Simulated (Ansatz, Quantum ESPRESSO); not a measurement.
# 1T-PtS2, 2 layers, AA stacking: the energy at a withheld member of a series

How the rows were computed: Quantum ESPRESSO 7.5, PBE-D3(BJ), GBRV ultrasoft. Cell and atoms are first relaxed with a D3(BJ) correction; each strained cell is then held and the atoms relax in it. A periodic run with 15 Å of vacuum in the starting cell gives the vacuum levels, and bands follow along a path. The series steps biaxial strain. Energies count from the lowest.

| biaxial strain | energy (eV) |
| --- | --- |
| -4 % | 0.2499 |
| -3 % | 0.1409 |
| -2 % | 0.0629 |
| -1 % | 0.0160 |
| 0 % | 0.0000 |
| 1 % | 0.0146 |
| 2 % | 0.0587 |
| 3 % | 0.1317 |

One more run was made and is withheld. What is the energy at 4 %?

**Worked estimate.** The rows at 2 % and 3 % give a slope of (0.1317 − (0.0587))/(3 − (2)) = 0.073, so a straight line gives 0.2047 eV. A parabola through these and the row at 1 % gives 0.2336 eV.

**The withheld run.** 0.2320 eV. The line misses by −0.0273 and the parabola by +0.0016 eV. The parabola does better.

Caveats: Semilocal gaps are too small; the 1×1 cell can't ripple over many cells under compression as a free sheet would. No spin-orbit coupling.
